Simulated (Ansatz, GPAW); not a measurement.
# How SrLiCl3 (model structure) absorbs and reflects light, part 2 of 3

Aim: the dielectric function of SrLiCl3 (model structure), and the optical constants that follow from it. The structure is a model built here, which may or may not match a known phase. It was built so: All Ba replaced by Sr and F replaced by Cl in the Pm-3m structure of BaLiF3. The cell is first relaxed with Ansatz.

GPAW 26.7.0; DFT, PBE, plane-wave PAW (GPAW data sets), scalar-relativistic, RPA, optical limit.

So far: The structure; Relaxation.

**3. Ground state**

The self-consistent density comes first; it also tells whether there is a gap, which decides the occupations and the need for a Drude term.

This step: DFT, PBE, plane-wave PAW (GPAW data sets), scalar-relativistic, ground state (GPAW 26.7.0).

The input, gs.py:

```python
from ase import Atoms
from ase.dft.bandgap import bandgap
from gpaw import GPAW, PW, FermiDirac

atoms = Atoms(['Sr', 'Cl', 'Cl', 'Cl', 'Li'],
              cell=[[4.805329698500, 0.000000000000, 0.000000000000],
                    [0.000000000000, 4.805329698500, 0.000000000000],
                    [0.000000000000, 0.000000000000, 4.805329698500]],
              scaled_positions=[[1.000000000000, 0.000000000000, 0.000000000000],
                                [0.500000000000, 1.000000000000, 0.500000000000],
                                [0.500000000000, 0.500000000000, 1.000000000000],
                                [0.000000000000, 0.500000000000, 0.500000000000],
                                [0.500000000000, 0.500000000000, 0.500000000000]],
              pbc=[True, True, True])
atoms.calc = GPAW(mode=PW(450), xc='PBE', kpts={'size': (5, 5, 5), 'gamma': True},
                  occupations=FermiDirac(0.05), maxiter=150, txt='gs.txt')
print('energy (eV)', atoms.get_potential_energy())
print('Fermi level (eV)', atoms.calc.get_fermi_level())
print('valence electrons', atoms.calc.get_number_of_electrons())
print('gap (eV)', bandgap(atoms.calc, output=None)[0])
print('direct gap (eV)', bandgap(atoms.calc, direct=True, output=None)[0])
atoms.calc.write('gs.gpw')
```

The run is started by

```
OMP_NUM_THREADS=1 python gs.py
```

Numbers of over 12 decimals in the logs are rounded to 6 here.

What it wrote:

```text
__  _  _
 | _ |_)|_||  |
 |__||  | ||/\| - 26.7.0

Versions:
  Python: 3.12.14
  ASE:    3.29.0
  Numpy:  2.5.5
  Scipy:  1.18.1
  Libxc:  7.0.0

Input parameters:
  mode=PW(ecut=450.000000),
  kpts=MonkhorstPack(size=(5, 5, 5), gamma=True),
  maxiter=150,
  occupations=Occupations(name='fermi-dirac', width=0.05, fixmagmom=False),
  xc=XC(name='PBE')

Diagonalizing LCAO Hamiltonian
Converting LCAO to pw mode
    .-----------.
   /|           |
  / |           |
 *  |           |
 |  |           |
 |Cl|   Li      |
 |  .--Cl-------.
 | /           /
 |/     Cl    /
 Sr----------*

Atoms  # Å, Bohr magnetons
|   | symbol |        x |        y |        z |    initial magnetic moments |
| 0 |     Sr | 4.805330 | 0.000000 | 0.000000 | ( 0.0000,  0.0000,  0.0000) |
| 1 |     Cl | 2.402665 | 4.805330 | 2.402665 | ( 0.0000,  0.0000,  0.0000) |
| 2 |     Cl | 2.402665 | 2.402665 | 4.805330 | ( 0.0000,  0.0000,  0.0000) |
| 3 |     Cl | 0.000000 | 2.402665 | 2.402665 | ( 0.0000,  0.0000,  0.0000) |
| 4 |     Li | 2.402665 | 2.402665 | 2.402665 | ( 0.0000,  0.0000,  0.0000) |

Unit cell  # Å
| periodic |        x |        y |        z |  lengths |    angles |
|      yes | 4.805330 | 0.000000 | 0.000000 | 4.805330 | 90.000000 |
|      yes | 0.000000 | 4.805330 | 0.000000 | 4.805330 | 90.000000 |
|      yes | 0.000000 | 0.000000 | 4.805330 | 4.805330 | 90.000000 |

Number of symmetries: 48
Symmetry operations  # r_c * U_cc + t_c -> r_c
|    | kind |            matrix            |
|  0 |  E   |  1, 0, 0,  0, 1, 0,  0, 0, 1 |
|  1 |  σ   |  1, 0, 0,  0, 1, 0,  0, 0,-1 |
|  2 |  σ   |  1, 0, 0,  0, 0, 1,  0, 1, 0 |
|  3 |  C4  |  1, 0, 0,  0, 0, 1,  0,-1, 0 |
|  4 |  C4  |  1, 0, 0,  0, 0,-1,  0, 1, 0 |
|  5 |  σ   |  1, 0, 0,  0, 0,-1,  0,-1, 0 |
|  6 |  σ   |  1, 0, 0,  0,-1, 0,  0, 0, 1 |
|  7 |  C2  |  1, 0, 0,  0,-1, 0,  0, 0,-1 |
|  8 |  σ   |  0, 1, 0,  1, 0, 0,  0, 0, 1 |
|  9 |  C2  |  0, 1, 0,  1, 0, 0,  0, 0,-1 |
| 10 |  C3  |  0, 1, 0,  0, 0, 1,  1, 0, 0 |
| 11 |  S6  |  0, 1, 0,  0, 0, 1, -1, 0, 0 |
| 12 |  S6  |  0, 1, 0,  0, 0,-1,  1, 0, 0 |
| 13 |  C3  |  0, 1, 0,  0, 0,-1, -1, 0, 0 |
| 14 |  C4  |  0, 1, 0, -1, 0, 0,  0, 0, 1 |
| 15 |  S4  |  0, 1, 0, -1, 0, 0,  0, 0,-1 |
| 16 |  C3  |  0, 0, 1,  1, 0, 0,  0, 1, 0 |
| 17 |  S6  |  0, 0, 1,  1, 0, 0,  0,-1, 0 |
| 18 |  σ   |  0, 0, 1,  0, 1, 0,  1, 0, 0 |
| 19 |  C4  |  0, 0, 1,  0, 1, 0, -1, 0, 0 |
| 20 |  C2  |  0, 0, 1,  0,-1, 0,  1, 0, 0 |
| 21 |  S4  |  0, 0, 1,  0,-1, 0, -1, 0, 0 |
| 22 |  S6  |  0, 0, 1, -1, 0, 0,  0, 1, 0 |
| 23 |  C3  |  0, 0, 1, -1, 0, 0,  0,-1, 0 |
| 24 |  S6  |  0, 0,-1,  1, 0, 0,  0, 1, 0 |
| 25 |  C3  |  0, 0,-1,  1, 0, 0,  0,-1, 0 |
| 26 |  C4  |  0, 0,-1,  0, 1, 0,  1, 0, 0 |
| 27 |  σ   |  0, 0,-1,  0, 1, 0, -1, 0, 0 |
| 28 |  S4  |  0, 0,-1,  0,-1, 0,  1, 0, 0 |
| 29 |  C2  |  0, 0,-1,  0,-1, 0, -1, 0, 0 |
| 30 |  C3  |  0, 0,-1, -1, 0, 0,  0, 1, 0 |
| 31 |  S6  |  0, 0,-1, -1, 0, 0,  0,-1, 0 |
| 32 |  C4  |  0,-1, 0,  1, 0, 0,  0, 0, 1 |
| 33 |  S4  |  0,-1, 0,  1, 0, 0,  0, 0,-1 |
| 34 |  S6  |  0,-1, 0,  0, 0, 1,  1, 0, 0 |
| 35 |  C3  |  0,-1, 0,  0, 0, 1, -1, 0, 0 |
| 36 |  C3  |  0,-1, 0,  0, 0,-1,  1, 0, 0 |
| 37 |  S6  |  0,-1, 0,  0, 0,-1, -1, 0, 0 |
| 38 |  σ   |  0,-1, 0, -1, 0, 0,  0, 0, 1 |
| 39 |  C2  |  0,-1, 0, -1, 0, 0,  0, 0,-1 |
| 40 |  σ   | -1, 0, 0,  0, 1, 0,  0, 0, 1 |
| 41 |  C2  | -1, 0, 0,  0, 1, 0,  0, 0,-1 |
| 42 |  C2  | -1, 0, 0,  0, 0, 1,  0, 1, 0 |
| 43 |  S4  | -1, 0, 0,  0, 0, 1,  0,-1, 0 |
| 44 |  S4  | -1, 0, 0,  0, 0,-1,  0, 1, 0 |
| 45 |  C2  | -1, 0, 0,  0, 0,-1,  0,-1, 0 |
| 46 |  C2  | -1, 0, 0,  0,-1, 0,  0, 0, 1 |
| 47 |  i   | -1, 0, 0,  0,-1, 0,  0, 0,-1 |

BZ-sampling:
  Number of BZ points: 125
  Number of IBZ points: 10

  Monkhorst-Pack size: [5, 5, 5]
  Monkhorst-Pack shift: [0, 0, 0]

K-points  # in reciprocal-cell coordinates
|   |                                coordinates |     weight |
| 0 | (  0.00000000,   0.00000000,   0.00000000) | 0.00800000 |
| 1 | (  0.20000000,   0.00000000,   0.00000000) | 0.04800000 |
| 2 | (  0.20000000,   0.20000000,   0.00000000) | 0.09600000 |
| 3 | (  0.20000000,   0.20000000,   0.20000000) | 0.06400000 |
| 4 | (  0.40000000,   0.00000000,   0.00000000) | 0.04800000 |
| 5 | (  0.40000000,   0.20000000,   0.00000000) | 0.19200000 |
| 6 | (  0.40000000,   0.20000000,   0.20000000) | 0.19200000 |
| 7 | (  0.40000000,   0.40000000,   0.00000000) | 0.09600000 |
| 8 | (  0.40000000,   0.40000000,   0.20000000) | 0.19200000 |
| 9 | (  0.40000000,   0.40000000,   0.40000000) | 0.06400000 |

Plane wave coefficients: 2469
Cutoff: 450.000000 eV

Spin-components: 1 (collinear spins)
Bands:           21
Projectors:      23
Spin-degeneracy: 2
Datatype:        complex128

Parallelization:
  kpt:    1
  domain: 1
  band:   1

Density:
  Valence electrons: 32.0
  Components: 1
  Grid points: [24 24 24]
  Charge: 0.0  # |e|

Potential:
  Grid points: [24 24 24]

species:
  Sr:
    name:    Strontium
    id:
    Z:       38.0
    valence: 10
    core:    28
    charge:  0.0  # [|e|]
    compensation charges:
      type: gauss
      rc: 0.40  # [Å]
      lmax: 2
    cutoffs:
      filter: 2.39  # [Å]
      core: 1.85  # [Å]
    projectors
    | kind |    occ | energy [eV] | rcut [Å] |
    |   4s |  2.000 |     -40.883 |    1.291 |
    |   5s |  2.000 |      -3.525 |    1.291 |
    |   4p |  6.000 |     -22.826 |    1.291 |
    |    p |        |       4.386 |    1.291 |
    |    d |        |       0.000 |    1.254 |

    Using partial waves for Sr as LCAO basis

  Cl:
    name:    Chlorine
    id:
    Z:       17.0
    valence: 7
    core:    10
    charge:  0.0  # [|e|]
    compensation charges:
      type: gauss
      rc: 0.25  # [Å]
      lmax: 2
    cutoffs:
      filter: 1.40  # [Å]
      core: 1.49  # [Å]
    projectors
    | kind |    occ | energy [eV] | rcut [Å] |
    |   3s |  2.000 |     -20.689 |    0.794 |
    |   3p |  5.000 |      -8.594 |    0.794 |
    |    s |        |       6.523 |    0.794 |
    |    p |        |      18.617 |    0.794 |
    |    d |        |       0.000 |    0.794 |

    Using partial waves for Cl as LCAO basis

  Li:
    name:    Lithium
    id:
    Z:       3.0
    valence: 1
    core:    2
    charge:  0.0  # [|e|]
    compensation charges:
      type: gauss
      rc: 0.33  # [Å]
      lmax: 2
    cutoffs:
      filter: 1.91  # [Å]
      core: 2.55  # [Å]
    projectors
    | kind |    occ | energy [eV] | rcut [Å] |
    |   2s |  1.000 |      -2.874 |    1.058 |
    |   2p |  0.000 |      -1.090 |    1.058 |
    |    s |        |      24.337 |    1.058 |

    Using partial waves for Li as LCAO basis

Reference energy: -124364.406015  # eV

eigensolver:
  PPCG
  Converge bands: occupied
  niter=2

density mixing:
  MSR1-Mixer
  Pratt-step length: 0.05
  Maximum mixing coefficient: 0.75
  Old densities: 10
  SVD Regularization: 0.005
  Good broyden scale: 1.0
  Trust region scale: 1.0
  Backstep threshold: 4.0
  History deletion threshold: 6.0
  Fourier metric: weight=20.0, sigma=0.015

occupation numbers:
  Fermi-Dirac:
    width: 0.0500  # eV

poisson solver:
  ecut: 3600.000000  # eV

xc functional:
  name: PBE with 2 nearest neighbor stencil

convergence criteria:
- Maximum [total energy] change in last 3 cyles: 0.0005 eV / valence electron
- Maximum integral of absolute [dens]ity change: 0.0001 electrons / valence electron
- Maximum integral of absolute [eigenst]ate change: 4e-08 eV^2 / valence electron
maximum number of iterations: 150

SCF iterations
|iter     |      energy | eigst |  dens |
|iter:   1||  -19.856088 | -0.50 |       |
|iter:   2||  -19.749386 | -2.25 | -1.21 |
|iter:   3||  -19.217280 | -1.46 | -1.25 |
|iter:   4||  -19.219127 | -2.80 | -1.74 |
|iter:   5||  -19.223073c| -3.92 | -2.15 |
|iter:   6||  -19.223579c| -5.05 | -2.72 |
|iter:   7||  -19.223594c| -6.15 | -3.52 |
|iter:   8||  -19.223595c| -7.33 | -4.13c|
|iter:   9||  -19.223595c| -7.76c| -4.90c|

Converged in 9 steps
SCF loop duration: 3.929 s (0.437 s/step)
Energy contributions relative to reference atoms: (reference = -124364.406015)

Energy contributions:
  Kinetic:          16.539702
  Coulomb:         -15.602594
  Zero:             -0.129342
  External:          0.000000
  Xc:              -20.031360
  Entropy:          -0.000000
  Spinorbit:         0.000000
  ----------------------------
  Free energy:     -19.223595
  Extrapolated:    -19.223595

dipole moment: (-36.890716, -36.890716, -36.890716)  # |e|*Ang

Fermi level: 4.255
Eigenvalues  # (at kpt = [0.000, 0.000, 0.000])
| band index |      eig [eV] | occ [0-2] |
|          0 |       -31.828 |     2.000 |
|        ... |               |           |
|          8 |        -0.364 |     2.000 |
|          9 |        -0.364 |     2.000 |
|         10 |         1.577 |     2.000 |
|         11 |         1.577 |     2.000 |
|         12 |         1.577 |     2.000 |
|         13 |         2.331 |     2.000 |
|         14 |         2.331 |     2.000 |
|         15 |         2.331 |     2.000 |
|         16 |         6.541 |     0.000 |
|         17 |         6.987 |     0.000 |
|         18 |         6.987 |     0.000 |
|         19 |        10.769 |     0.000 |
|         20 |        15.482 |     0.000 |

Gap: 4.137 eV
Transition (v -> c):
  (s=0, k=9, n=15, [0.40, 0.40, 0.40]) -> (s=0, k=0, n=16, [0.00, 0.00, 0.00])
Direct/indirect transitions are different
Direct gap: 4.210 eV
Transition at: (s=0, k=0, n=15, [0.00, 0.00, 0.00])

--- standard output ---
energy (eV) -19.223595
Fermi level (eV) 4.254803
valence electrons 32.0
gap (eV) 4.136612
direct gap (eV) 4.209687
```

Elapsed: 5.7 s, on 1 thread of Intel Xeon 6975P-C (Granite Rapids), shared host; peak memory 0.16 GiB.

This step gave:

```
energy                 : -19.22 eV
Fermi energy           : 4.255 eV
gap on the k-mesh      : 4.137 eV
direct gap on the mesh : 4.210 eV
electrons              : 32
```

There is a gap, 4.14 eV on this mesh (points off the mesh can give less), so no carriers' term is needed.

**4. Bands for the response**

The response needs many more empty bands than the density does.

This step: DFT, PBE, plane-wave PAW (GPAW data sets), scalar-relativistic, bands at fixed density (GPAW 26.7.0).

The input, nscf.py:

```python
from ase.dft.bandgap import bandgap
from gpaw import GPAW, FermiDirac

calc = GPAW('gs.gpw').fixed_density(kpts={'size': (6, 6, 6), 'gamma': True}, nbands=59, convergence={'bands': 53},
                                    occupations=FermiDirac(0.001), txt='nscf.txt')
print('gap (eV)', bandgap(calc, output=None)[0])
print('direct gap (eV)', bandgap(calc, direct=True, output=None)[0])
print('top band over the Fermi level (eV)', min(calc.get_eigenvalues(kpt=k)[52] for k in range(len(calc.get_ibz_k_points()))) - calc.get_fermi_level())
calc.write('full.gpw', mode='all')
```

The run is started by

```
OMP_NUM_THREADS=1 python nscf.py
```

What it wrote:

```text
Diagonalizing LCAO Hamiltonian
Converting LCAO to pw mode
convergence criteria:
- Maximum integral of absolute [eigenst]ate change: 4e-08 eV^2 / valence electron
maximum number of iterations: 150

SCF iterations
|iter     |      energy | eigst |  dens |
|iter:   1||             | +3.45 |       |
|iter:   2||             | +2.23 |       |
|iter:   3||             | +1.23 |       |
|iter:   4||             | +0.04 |       |
|iter:   5||             | -0.95 |       |
|iter:   6||             | -1.91 |       |
|iter:   7||             | -2.67 |       |
|iter:   8||             | -3.56 |       |
|iter:   9||             | -4.31 |       |
|iter:  10||             | -5.17 |       |
|iter:  11||             | -5.91 |       |
|iter:  12||             | -6.79 |       |
|iter:  13||             | -7.33 |       |
|iter:  14||             | -7.77c|       |
SCF steps: 14
  __  _  _
 | _ |_)|_||  |
 |__||  | ||/\| - 26.7.0

Versions:
  Python: 3.12.14
  ASE:    3.29.0
  Numpy:  2.5.5
  Scipy:  1.18.1
  Libxc:  7.0.0

Input parameters:
  mode=PW(ecut=450.000000),
  convergence={'bands': 53},
  gpts=array([24, 24, 24]),
  kpts=MonkhorstPack(size=(6, 6, 6), gamma=True),
  maxiter=150,
  nbands=59,
  occupations=Occupations(name='fermi-dirac', width=0.001, fixmagmom=False),
  parallel={},
  xc=XC(name='PBE')

--- standard output ---
gap (eV) 4.039738
direct gap (eV) 4.209687
top band over the Fermi level (eV) 19.865664
```

Elapsed: 33 s, on 1 thread; peak memory 0.22 GiB.

Read-outs, printed or worked out from the files:

| Item | Value |
| --- | --- |
| gap on the k-mesh | 4.040 eV |

[end of part 2 of 3]

[Machine, clock and banner lines and Python warnings are left out of the logs.]

[Logs are printed without paths, hosts, clocks, repeated set-up lines and the standing remarks that a program may print on its own settings, such as how far it seeks lower states.]

[Hosts, paths, dates, database ids (printed as entryN), source tags and the programs' standing remarks are cut or masked in the printed files.]
